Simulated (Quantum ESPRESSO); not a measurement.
## Cd K-edge XANES of CdAg (Pm-3m)

Aim: the near-edge shape at the Cd K edge of CdAg (Pm-3m), and what the core hole does to it.

Calculated with Quantum ESPRESSO 7.5; X-ray absorption near-edge structure, plane-wave PAW PBEsol, one-electron final states by a Lanczos continued fraction.

This is a report of a sequence of runs, with most program output left out.

## 1. Starting point

It takes space group Pm-3m (No. 221, cubic). The conventional cell has a = 3.330 Å, b = 3.330 Å, c = 3.330 Å, α = 90.00°, β = 90.00°, γ = 90.00°. Nearest to Cd lie 8 Ag at 2.88 Å. Nearest to Ag lie 8 Cd at 2.88 Å. Farther neighbours are not listed.

## 2. The field without a hole

The ground state comes first: it tells whether the system has a gap, which decides how the excited electron is treated.

The PAW data sets are made with ld1.x, with reconstruction data.

File scf.in:

```
&control
   calculation='scf', prefix='x', pseudo_dir='../pp', outdir='tmp', tprnfor=.true.
/
&system
   ibrav=0, nat=2, ntyp=2, nbnd=16
   ecutwfc=45, ecutrho=560
   occupations='smearing', smearing='mv', degauss=0.015
/
&electrons
   conv_thr=2.0e-08, electron_maxstep=120
   mixing_beta=0.5
/
ATOMIC_SPECIES
Cd3 1.0 Cd.pbesol-n-kjpaw.UPF
Ag 1.0 Ag.pbesol-n-kjpaw.UPF
CELL_PARAMETERS angstrom
  3.33000000 0.00000000 0.00000000
  0.00000000 3.33000000 0.00000000
  0.00000000 0.00000000 3.33000000
ATOMIC_POSITIONS crystal
Cd3  0.50000000 0.50000000 0.50000000
Ag   0.00000000 0.00000000 0.00000000
K_POINTS automatic
8 8 8 0 0 0
```

The run is started by

```
$ OMP_NUM_THREADS=1 mpirun --oversubscribe --bind-to none -np 4 pw.x -nk 4 -in scf.in > scf.out
```

Run time: 5.5 s. Hardware: 4 MPI ranks of Intel Xeon 6975P-C (Granite Rapids), shared host; peak memory 0.11 GiB.

Absorbing atoms carry a label of their own (element plus a letter or digit), as the spectrum program needs them as separate species.

On this mesh the highest filled and lowest empty levels lie 0.37 eV apart, but the smearing tails reach them, so the set-up went on as for a metal, with the excited electron kept in a neutral cell.

## 3. Spectrum without a core hole, Cd atom 1

This cheap baseline ignores the attraction of the hole: it shows the absorber's empty states as they are in the ground state.

The absorber has 8 Ag at 2.88 Å and 6 Cd at 3.33 Å (cube and octahedron, as in bcc, site symmetry m-3m).

File xspectra.in:

```
&input_xspectra
   calculation='xanes_dipole', edge='K'
   prefix='x', outdir='tmp', xiabs=1, xe0=12.5199
   xonly_plot=.false., x_save_file='xanes.sav'
   xniter=3000, xcheck_conv=20, xerror=0.005
   xcoordcrys=.false., xepsilon(1)=1, xepsilon(2)=0, xepsilon(3)=0
/
&plot
   xnepoint=501, xemin=-10, xemax=70, terminator=.true., cut_occ_states=.true.
   xgamma=0.4
/
&pseudos
   filecore='../Cd.wfc'
/
&cut_occ
   cut_desmooth=0.1, cut_stepl=0.05, cut_stepu=0.05, cut_ierror=1e-5
/
7 7 7 0 0 0
```

The run is started by

```
$ OMP_NUM_THREADS=1 mpirun --oversubscribe --bind-to none -np 4 xspectra.x -nk 4 -in xspectra.in > xspectra.out
```

It took 11 s on 4 MPI ranks; peak memory 0.1 GiB; 42 s of CPU time.

The core hole lives too briefly for so narrow a line (tabulated full width 7.3 eV). The run keeps xgamma small, and the tables are broadened afterwards: Lorentzian half width 3.64 eV (not a setting of the program: the run's 0.4 eV curve was folded afterwards with a further Lorentzian).

The Cd K spectrum, Cd atom 1, no core hole (energy from the energy zero of the input (xe0, at the border of filled and empty states); intensity scaled to a mean of 1 over the first 20 eV; folded afterwards to Lorentzian half width 3.64 eV; the points at xe0, where the cut of filled states can leave a spike, are interpolated):

| E (eV) | intensity |
| --- | --- |
| -2.0 | 0.30 |
| -1.5 | 0.33 |
| -1.0 | 0.36 |
| -0.5 | 0.40 |
| 0.0 | 0.44 |
| 0.5 | 0.48 |
| 1.0 | 0.52 |
| 1.5 | 0.56 |
| 2.0 | 0.61 |
| 2.5 | 0.65 |
| 3.0 | 0.70 |
| 3.5 | 0.75 |
| 4.0 | 0.79 |
| 4.5 | 0.84 |
| 5.0 | 0.89 |
| 5.5 | 0.93 |
| 6.0 | 0.97 |
| 6.5 | 1.01 |
| 7.0 | 1.04 |
| 7.5 | 1.07 |
| 8.0 | 1.09 |
| 8.5 | 1.12 |
| 9.0 | 1.14 |
| 9.5 | 1.15 |
| 10.0 | 1.17 |
| 10.5 | 1.18 |
| 11.0 | 1.19 |
| 11.5 | 1.20 |
| 12.0 | 1.21 |
| 12.5 | 1.21 |
| 13.0 | 1.21 |
| 13.5 | 1.20 |
| 14.0 | 1.18 |
| 14.5 | 1.17 |
| 15.0 | 1.15 |
| 15.5 | 1.13 |
| 16.0 | 1.11 |
| 16.5 | 1.10 |
| 17.0 | 1.09 |
| 17.5 | 1.09 |
| 18.0 | 1.09 |
| 18.5 | 1.09 |
| 19.0 | 1.09 |
| 19.5 | 1.09 |
| 20.0 | 1.10 |
| 20.5 | 1.10 |
| 21.0 | 1.11 |
| 21.5 | 1.12 |
| 22.0 | 1.12 |
| 22.5 | 1.13 |
| 23.0 | 1.14 |
| 23.5 | 1.15 |
| 24.0 | 1.16 |
| 24.5 | 1.17 |
| 25.0 | 1.19 |
| 25.5 | 1.20 |
| 26.0 | 1.21 |
| 26.5 | 1.22 |
| 27.0 | 1.22 |
| 27.5 | 1.23 |
| 28.0 | 1.23 |
| 28.5 | 1.23 |
| 29.0 | 1.22 |
| 29.5 | 1.22 |
| 30.0 | 1.21 |
| 30.5 | 1.20 |
| 31.0 | 1.20 |
| 31.5 | 1.19 |
| 32.0 | 1.18 |

Main maxima below 30 eV (height): 12.4 eV (1.21) and 28.1 eV (1.23). A K edge sees empty p states on the absorber.

## 4. Reference energy of the supercell

The photon energy needs a difference of total energies, so the cell and mesh of the coming hole run are first run without a hole.

File scf.in:

```
&control
   calculation='scf', prefix='x', pseudo_dir='../pp', outdir='tmp', tprnfor=.true.
/
&system
   ibrav=0, nat=8, ntyp=2, nbnd=57
   ecutwfc=45, ecutrho=560
   occupations='smearing', smearing='mv', degauss=0.015
/
&electrons
   conv_thr=8.0e-08, electron_maxstep=120
   mixing_beta=0.5
/
ATOMIC_SPECIES
Cd 1.0 Cd.pbesol-n-kjpaw.UPF
Ag 1.0 Ag.pbesol-n-kjpaw.UPF
CELL_PARAMETERS angstrom
  3.33000000 3.33000000 3.33000000
  -3.33000000 3.33000000 -3.33000000
  -3.33000000 3.33000000 3.33000000
ATOMIC_POSITIONS crystal
Cd   0.50000000 0.00000000 0.00000000
Cd   0.00000000 0.50000000 0.00000000
Cd   0.50000000 0.50000000 0.50000000
Cd   0.00000000 0.00000000 0.50000000
Ag   0.00000000 0.00000000 0.00000000
Ag   0.50000000 0.50000000 0.00000000
Ag   0.00000000 0.50000000 0.50000000
Ag   0.50000000 0.00000000 0.50000000
K_POINTS automatic
6 6 6 0 0 0
```

The run is started by

```
$ OMP_NUM_THREADS=1 mpirun --oversubscribe --bind-to none -np 4 pw.x -nk 4 -in scf.in > scf.out
```

Run time: 36 s. Hardware: 4 MPI ranks; peak memory 0.35 GiB.

Reference energy: -1187039.058 eV with the cores included.

## 5. The atom with a core hole

The frozen core must hold the hole, so the absorber gets a data set of its own.

File Cd.pbesol-n-kjpaw-1sch.ld1.in:

```
&input
   title='Cd', zed=48., rel=1, iswitch=3, dft='PBESOL',
   config='1s1 2s2 2p6 3s2 3p6 3d10 4s2 4p6 5s2 5p1 4d10'
/
&inputp
   file_pseudopw='Cd.pbesol-n-kjpaw-1sch.UPF', author='',
   lpaw=.true.,
   pseudotype=3,
   lloc=-1,
   rcloc=2.4,
   which_augfun='PSQ',
   rmatch_augfun_nc=.true.,
   nlcc=.true.,
   new_core_ps=.true.,
   rcore=1.8,
   tm=.true.,
   zval=13,
   lgipaw_reconstruction=.true., use_paw_as_gipaw=.true.
/
6
5S  1  0  2.00  0.00  1.60  2.30  0.0
5S  1  0  0.00  6.00  1.60  2.30  0.0
5P  2  1  1.00  0.00  1.60  2.30  0.0
5P  2  1  0.00  8.00  1.60  2.30  0.0
4D  3  2  10.00  0.00  0.75  1.80  0.0
4D  3  2  0.00  4.30  0.75  1.80  0.0
```

The run is started by

```
$ ld1.x < Cd.pbesol-n-kjpaw-1sch.ld1.in > Cd.pbesol-n-kjpaw-1sch.ld1.out
```

Wall time 0.99 s (1 MPI rank); peak memory 0.12 GiB.

Removing the core electron and adding it to the valence shell costs the free atom 26805.1 eV.

## 6. Supercell with XCH, Cd atom 1

The holes are 5.8 Å apart. The excited electron is kept in the cell, where it fills the lowest empty states and screens the hole.

scf.in: that of step 4 with these lines changed.

```diff
@@ -4,3 +4,3 @@
 &system
-   ibrav=0, nat=8, ntyp=2, nbnd=57
+   ibrav=0, nat=8, ntyp=3, nbnd=58
    ecutwfc=45, ecutrho=560
@@ -13,2 +13,3 @@
 ATOMIC_SPECIES
+Cd0 1.0 Cd.pbesol-n-kjpaw-1sch.UPF
 Cd 1.0 Cd.pbesol-n-kjpaw.UPF
@@ -20,3 +21,3 @@
 ATOMIC_POSITIONS crystal
-Cd   0.50000000 0.00000000 0.00000000
+Cd0  0.50000000 0.00000000 0.00000000
 Cd   0.00000000 0.50000000 0.00000000
```

The run is started by

```
$ OMP_NUM_THREADS=1 mpirun --oversubscribe --bind-to none -np 4 pw.x -nk 4 -in scf.in > scf.out
```

Wall time 40 s (4 MPI ranks); peak memory 0.36 GiB.

Energy with the hole: -1160229.941 eV, cores included.

## 7. Spectrum with XCH, Cd atom 1

The Lanczos recursion gives the spectrum without computing empty bands; each polarisation needs a run of its own on the full k mesh. xe0 is set between filled and empty states, and states below it are cut, here at the Fermi level, which holds the excited electron. The file of filecore holds the core orbital, taken from the hole-free data set.

xspectra.in: that of step 3 with these lines changed.

```diff
@@ -2,3 +2,3 @@
    calculation='xanes_dipole', edge='K'
-   prefix='x', outdir='tmp', xiabs=1, xe0=12.5199
+   prefix='x', outdir='tmp', xiabs=1, xe0=13.0502
    xonly_plot=.false., x_save_file='xanes.sav'
@@ -17,2 +17,2 @@
 /
-7 7 7 0 0 0
+5 5 5 0 0 0
```

The run is started by

```
$ OMP_NUM_THREADS=1 mpirun --oversubscribe --bind-to none -np 4 xspectra.x -nk 4 -in xspectra.in > xspectra.out
```

Run time: 56 s. Hardware: 4 MPI ranks; peak memory 0.31 GiB; 3.7 min of CPU time.

The Cd K spectrum, Cd atom 1, excited-electron core hole (neutral cell) (energy from the energy zero of the input (xe0, at the border of filled and empty states); intensity scaled to a mean of 1 over the first 20 eV; folded afterwards to Lorentzian half width 3.64 eV; the points at xe0, where the cut of filled states can leave a spike, are interpolated):

| E (eV) | intensity |
| --- | --- |
| -2.0 | 0.36 |
| -1.5 | 0.40 |
| -1.0 | 0.44 |
| -0.5 | 0.48 |
| 0.0 | 0.53 |
| 0.5 | 0.58 |
| 1.0 | 0.63 |
| 1.5 | 0.69 |
| 2.0 | 0.74 |
| 2.5 | 0.80 |
| 3.0 | 0.85 |
| 3.5 | 0.90 |
| 4.0 | 0.95 |
| 4.5 | 0.99 |
| 5.0 | 1.03 |
| 5.5 | 1.06 |
| 6.0 | 1.08 |
| 6.5 | 1.10 |
| 7.0 | 1.12 |
| 7.5 | 1.13 |
| 8.0 | 1.14 |
| 8.5 | 1.14 |
| 9.0 | 1.15 |
| 9.5 | 1.15 |
| 10.0 | 1.15 |
| 10.5 | 1.15 |
| 11.0 | 1.15 |
| 11.5 | 1.14 |
| 12.0 | 1.13 |
| 12.5 | 1.11 |
| 13.0 | 1.09 |
| 13.5 | 1.07 |
| 14.0 | 1.05 |
| 14.5 | 1.03 |
| 15.0 | 1.01 |
| 15.5 | 1.00 |
| 16.0 | 0.99 |
| 16.5 | 0.98 |
| 17.0 | 0.98 |
| 17.5 | 0.98 |
| 18.0 | 0.99 |
| 18.5 | 0.99 |
| 19.0 | 1.00 |
| 19.5 | 1.00 |
| 20.0 | 1.01 |
| 20.5 | 1.02 |
| 21.0 | 1.02 |
| 21.5 | 1.03 |
| 22.0 | 1.04 |
| 22.5 | 1.04 |
| 23.0 | 1.05 |
| 23.5 | 1.06 |
| 24.0 | 1.07 |
| 24.5 | 1.08 |
| 25.0 | 1.09 |
| 25.5 | 1.10 |
| 26.0 | 1.10 |
| 26.5 | 1.10 |
| 27.0 | 1.10 |
| 27.5 | 1.10 |
| 28.0 | 1.09 |
| 28.5 | 1.09 |
| 29.0 | 1.08 |
| 29.5 | 1.08 |
| 30.0 | 1.07 |
| 30.5 | 1.07 |
| 31.0 | 1.06 |
| 31.5 | 1.06 |
| 32.0 | 1.06 |

Main maxima below 30 eV (height): 9.8 eV (1.15) and 26.5 eV (1.10). 

## 8. Spectrum with XCH, other settings, Cd atom 1

This attempt departs from the first core-hole run: cut_occ_states from yes to no.

xspectra.in: that of step 7 with these lines changed.

```diff
@@ -8,3 +8,3 @@
 &plot
-   xnepoint=501, xemin=-10, xemax=70, terminator=.true., cut_occ_states=.true.
+   xnepoint=501, xemin=-10, xemax=70, terminator=.true., cut_occ_states=.false.
    xgamma=0.4
@@ -17,2 +17,2 @@
 /
-5 5 5 0 0 0
+4 4 4 0 0 0
```

Elapsed: 28 s, on 4 MPI ranks; peak memory 0.31 GiB; 1.8 min of CPU time.

The run finished. A setting was moved off its sound value on purpose, so it serves as a test and not as the result.

The fault put into the input: transitions to filled states aren't cut.

This run also has another mesh (4×4×4 against 5×5×5), so the 7 % r.m.s. difference can't be laid on the changed setting alone. The highest intensity below 24 eV goes from 9.8 eV (1.15) to 9.0 eV (1.12).

| E (eV) | first run | this run |
| --- | --- | --- |
| -2.0 | 0.36 | 0.61 |
| -0.5 | 0.48 | 0.69 |
| 1.0 | 0.63 | 0.78 |
| 2.5 | 0.80 | 0.88 |
| 4.0 | 0.95 | 0.98 |
| 5.5 | 1.06 | 1.06 |
| 7.0 | 1.12 | 1.11 |
| 8.5 | 1.14 | 1.12 |
| 10.0 | 1.15 | 1.12 |
| 11.5 | 1.14 | 1.10 |
| 13.0 | 1.09 | 1.06 |
| 14.5 | 1.03 | 0.99 |
| 16.0 | 0.99 | 0.95 |
| 17.5 | 0.98 | 0.94 |
| 19.0 | 1.00 | 0.96 |
| 20.5 | 1.02 | 0.97 |
| 22.0 | 1.04 | 0.99 |
| 23.5 | 1.06 | 1.02 |
| 25.0 | 1.09 | 1.04 |
| 26.5 | 1.10 | 1.05 |
| 28.0 | 1.09 | 1.04 |
| 29.5 | 1.08 | 1.03 |
| 31.0 | 1.06 | 1.01 |

## 9. Supercell with FCH, Cd atom 1

The holes are 5.8 Å apart. The excited electron is left out and a uniform background balances the charge.

Changed against the first core-hole run: core hole to FCH.

scf.in: that of step 6 with these lines changed.

```diff
@@ -4,5 +4,6 @@
 &system
-   ibrav=0, nat=8, ntyp=3, nbnd=58
+   ibrav=0, nat=8, ntyp=3, nbnd=57
    ecutwfc=45, ecutrho=560
    occupations='smearing', smearing='mv', degauss=0.015
+   tot_charge=1
 /
```

The run is started by

```
$ OMP_NUM_THREADS=1 mpirun --oversubscribe --bind-to none -np 4 pw.x -nk 4 -in scf.in > scf.out
```

Elapsed: 36 s, on 4 MPI ranks; peak memory 0.36 GiB.

Energy with the hole: -1160242.846 eV, cores included.

## 10. Spectrum with FCH, Cd atom 1

Changed against the first core-hole run: core hole to FCH.

File xspectra.in:

```
&input_xspectra
   calculation='xanes_dipole', edge='K'
   prefix='x', outdir='tmp', xiabs=1, xe0=12.7769
   xonly_plot=.false., x_save_file='xanes.sav'
   xniter=3000, xcheck_conv=20, xerror=0.005
   xcoordcrys=.false., xepsilon(1)=1, xepsilon(2)=0, xepsilon(3)=0
/
&plot
   xnepoint=501, xemin=-10, xemax=70, terminator=.true., cut_occ_states=.true.
   xgamma=0.4
/
&pseudos
   filecore='../Cd.wfc'
/
&cut_occ
   cut_desmooth=0.1, cut_stepl=0.05, cut_stepu=0.05, cut_ierror=1e-5
/
5 5 5 0 0 0
```

The run is started by

```
$ OMP_NUM_THREADS=1 mpirun --oversubscribe --bind-to none -np 4 xspectra.x -nk 4 -in xspectra.in > xspectra.out
```

Wall time 54 s (4 MPI ranks); peak memory 0.31 GiB; 3.6 min of CPU time.

| E (eV) | first run | this run |
| --- | --- | --- |
| -2.0 | 0.36 | 0.36 |
| -1.0 | 0.44 | 0.43 |
| 0.0 | 0.53 | 0.53 |
| 1.0 | 0.63 | 0.63 |
| 2.0 | 0.74 | 0.73 |
| 3.0 | 0.85 | 0.83 |
| 4.0 | 0.95 | 0.93 |
| 5.0 | 1.03 | 1.01 |
| 6.0 | 1.08 | 1.08 |
| 7.0 | 1.12 | 1.12 |
| 8.0 | 1.14 | 1.14 |
| 9.0 | 1.15 | 1.15 |
| 10.0 | 1.15 | 1.16 |
| 11.0 | 1.15 | 1.15 |
| 12.0 | 1.13 | 1.14 |
| 13.0 | 1.09 | 1.11 |
| 14.0 | 1.05 | 1.07 |
| 15.0 | 1.01 | 1.03 |
| 16.0 | 0.99 | 1.00 |
| 17.0 | 0.98 | 0.98 |
| 18.0 | 0.99 | 0.98 |
| 19.0 | 1.00 | 0.99 |
| 20.0 | 1.01 | 1.01 |
| 21.0 | 1.02 | 1.02 |
| 22.0 | 1.04 | 1.03 |
| 23.0 | 1.05 | 1.05 |
| 24.0 | 1.07 | 1.07 |
| 25.0 | 1.09 | 1.09 |
| 26.0 | 1.10 | 1.10 |
| 27.0 | 1.10 | 1.10 |
| 28.0 | 1.09 | 1.09 |
| 29.0 | 1.08 | 1.09 |
| 30.0 | 1.07 | 1.07 |
| 31.0 | 1.06 | 1.06 |
| 32.0 | 1.06 | 1.06 |

Against the first run the r.m.s. difference is 1 %. The highest intensity below 24 eV goes from 9.8 eV (1.15) to 10.2 eV (1.16).

The photon energy of the zero moves by -0.13 eV.

## 11. Cell without a hole, the energy reference

The cell and mesh change for the next run, so it gets a reference energy of its own.

File scf.in:

```
&control
   calculation='scf', prefix='x', pseudo_dir='../pp', outdir='tmp', tprnfor=.true.
/
&system
   ibrav=0, nat=2, ntyp=2, nbnd=16
   ecutwfc=45, ecutrho=560
   occupations='smearing', smearing='mv', degauss=0.015
/
&electrons
   conv_thr=2.0e-08, electron_maxstep=120
   mixing_beta=0.5
/
ATOMIC_SPECIES
Cd 1.0 Cd.pbesol-n-kjpaw.UPF
Ag 1.0 Ag.pbesol-n-kjpaw.UPF
CELL_PARAMETERS angstrom
  3.33000000 0.00000000 0.00000000
  0.00000000 3.33000000 0.00000000
  0.00000000 0.00000000 3.33000000
ATOMIC_POSITIONS crystal
Cd   0.50000000 0.50000000 0.50000000
Ag   0.00000000 0.00000000 0.00000000
K_POINTS automatic
8 8 8 0 0 0
```

The run is started by

```
$ OMP_NUM_THREADS=1 mpirun --oversubscribe --bind-to none -np 4 pw.x -nk 4 -in scf.in > scf.out
```

Wall time 5.4 s (4 MPI ranks); peak memory 0.11 GiB; 21 s of CPU time.

## 12. Cell with XCH, Cd atom 1

A smaller cell brings the holes closer; here they are 3.3 Å apart.

Changed against the first core-hole run: supercell atoms from 8 to 2.

scf.in: that of step 11 with these lines changed.

```diff
@@ -13,3 +13,3 @@
 ATOMIC_SPECIES
-Cd 1.0 Cd.pbesol-n-kjpaw.UPF
+Cd0 1.0 Cd.pbesol-n-kjpaw-1sch.UPF
 Ag 1.0 Ag.pbesol-n-kjpaw.UPF
@@ -20,3 +20,3 @@
 ATOMIC_POSITIONS crystal
-Cd   0.50000000 0.50000000 0.50000000
+Cd0  0.50000000 0.50000000 0.50000000
 Ag   0.00000000 0.00000000 0.00000000
```

Run time: 5.8 s. Hardware: 4 MPI ranks; peak memory 0.11 GiB; 22 s of CPU time.

## 13. Spectrum with XCH, Cd atom 1

Changed against the first core-hole run: supercell atoms from 8 to 2.

xspectra.in: that of step 10 with these lines changed.

```diff
@@ -2,3 +2,3 @@
    calculation='xanes_dipole', edge='K'
-   prefix='x', outdir='tmp', xiabs=1, xe0=12.7769
+   prefix='x', outdir='tmp', xiabs=1, xe0=14.3283
    xonly_plot=.false., x_save_file='xanes.sav'
@@ -17,2 +17,2 @@
 /
-5 5 5 0 0 0
+7 7 7 0 0 0
```

The run is started by

```
$ OMP_NUM_THREADS=1 mpirun --oversubscribe --bind-to none -np 4 xspectra.x -nk 4 -in xspectra.in > xspectra.out
```

The job ended after 11 s (4 MPI ranks; peak memory 0.1 GiB; 44 s of CPU time).

These settings depart from the first run's and aren't meant as converged.

The scaled spectrum changes by 3 % r.m.s. The highest intensity below 24 eV goes from 9.8 eV (1.15) to 8.6 eV (1.11).

| E (eV) | first run | this run |
| --- | --- | --- |
| -2.0 | 0.36 | 0.37 |
| -0.5 | 0.48 | 0.50 |
| 1.0 | 0.63 | 0.67 |
| 2.5 | 0.80 | 0.84 |
| 4.0 | 0.95 | 0.98 |
| 5.5 | 1.06 | 1.07 |
| 7.0 | 1.12 | 1.11 |
| 8.5 | 1.14 | 1.11 |
| 10.0 | 1.15 | 1.11 |
| 11.5 | 1.14 | 1.10 |
| 13.0 | 1.09 | 1.05 |
| 14.5 | 1.03 | 1.02 |
| 16.0 | 0.99 | 1.00 |
| 17.5 | 0.98 | 1.00 |
| 19.0 | 1.00 | 1.01 |
| 20.5 | 1.02 | 1.03 |
| 22.0 | 1.04 | 1.05 |
| 23.5 | 1.06 | 1.07 |
| 25.0 | 1.09 | 1.08 |
| 26.5 | 1.10 | 1.07 |
| 28.0 | 1.09 | 1.05 |
| 29.5 | 1.08 | 1.03 |
| 31.0 | 1.06 | 1.03 |

## 14. What the core hole does

Both curves are counted from their own zero, so only the shift of weight within the empty states shows.

| E (eV) | no hole | XCH |
| --- | --- | --- |
| -2.0 | 0.30 | 0.36 |
| -1.0 | 0.36 | 0.44 |
| 0.0 | 0.44 | 0.53 |
| 1.0 | 0.52 | 0.63 |
| 2.0 | 0.61 | 0.74 |
| 3.0 | 0.70 | 0.85 |
| 4.0 | 0.79 | 0.95 |
| 5.0 | 0.89 | 1.03 |
| 6.0 | 0.97 | 1.08 |
| 7.0 | 1.04 | 1.12 |
| 8.0 | 1.09 | 1.14 |
| 9.0 | 1.14 | 1.15 |
| 10.0 | 1.17 | 1.15 |
| 11.0 | 1.19 | 1.15 |
| 12.0 | 1.21 | 1.13 |
| 13.0 | 1.21 | 1.09 |
| 14.0 | 1.18 | 1.05 |
| 15.0 | 1.15 | 1.01 |
| 16.0 | 1.11 | 0.99 |
| 17.0 | 1.09 | 0.98 |
| 18.0 | 1.09 | 0.99 |
| 19.0 | 1.09 | 1.00 |
| 20.0 | 1.10 | 1.01 |
| 21.0 | 1.11 | 1.02 |
| 22.0 | 1.12 | 1.04 |
| 23.0 | 1.14 | 1.05 |
| 24.0 | 1.16 | 1.07 |
| 25.0 | 1.19 | 1.09 |
| 26.0 | 1.21 | 1.10 |
| 27.0 | 1.22 | 1.10 |
| 28.0 | 1.23 | 1.09 |
| 29.0 | 1.22 | 1.08 |
| 30.0 | 1.21 | 1.07 |
| 31.0 | 1.20 | 1.06 |
| 32.0 | 1.18 | 1.06 |

With each curve scaled to its own mean, the area from −2 to 6 eV with the hole is 5.9 against 4.9, and the centre of weight from −1 to 20 eV moves by -0.6 eV: the hole pulls the absorber's empty states down.

## 15. Runs not followed above

These runs aren't followed: redraws of a spectrum that repeat one shown, runs with a planted fault or a state judged unsound, or a program's part that gave no sound spectrum.

| program | step | status | elapsed |
| --- | --- | --- | --- |
| Quantum ESPRESSO | no core hole, redrawn | converged | 3.4 s |
| Quantum ESPRESSO | spectrum with XCH, redrawn | converged | 2 s |

## 16. Summary of results

- absorber and edge: Cd K, atom 1 of the ground-state input (counted from 1)
- surroundings: 8 Ag at 2.88 Å and 6 Cd at 3.33 Å (cube and octahedron, as in bcc, site symmetry m-3m)
- highest intensity below 24 eV: 9.8 eV above the zero, height 1.15

The Cd K edge of atom 1, with 8 Ag at 2.88 Å and 6 Cd at 3.33 Å (cube and octahedron, as in bcc, site symmetry m-3m), has its highest intensity of the first 24 eV at 9.8 eV above the zero, 1.2 times the mean level of the first 20 eV (Lorentzian half width 3.64 eV (not a setting of the program: the run's 0.4 eV curve was folded afterwards with a further Lorentzian)). With each curve scaled to its own mean, the area from −2 to 6 eV with the hole is 5.9 against 4.9, and the centre of weight from −1 to 20 eV moves by -0.6 eV: the hole pulls the absorber's empty states down. Changing the core hole to FCH alters the shape by 1 % r.m.s., so the result is insensitive to this choice. A cell with holes 3.3 Å apart changes the curve by 3 % r.m.s. (2 % after the best shift). The holes are only 5.8 Å apart, so the shape is probably not converged with cell size; no larger cell was run here. The structure is a published determination, not relaxed.

[Logs are printed without paths, hosts, clocks, repeated set-up lines and the standing remarks that a program may print on its own settings, such as how far it seeks lower states.]

[Hosts, paths, dates, database ids (printed as entryN), source tags and the programs' standing remarks are cut or masked in the printed files.]

[Lists of maxima count a maximum above −3 eV only where it reaches 4 % of the highest in the window and stands out from its surroundings by 2 % of it (1.5 % where it reaches 55 %); shoulders and weaker maxima are passed over, and of the rest the first, up to two pre-edge ones and the few strongest are named.]
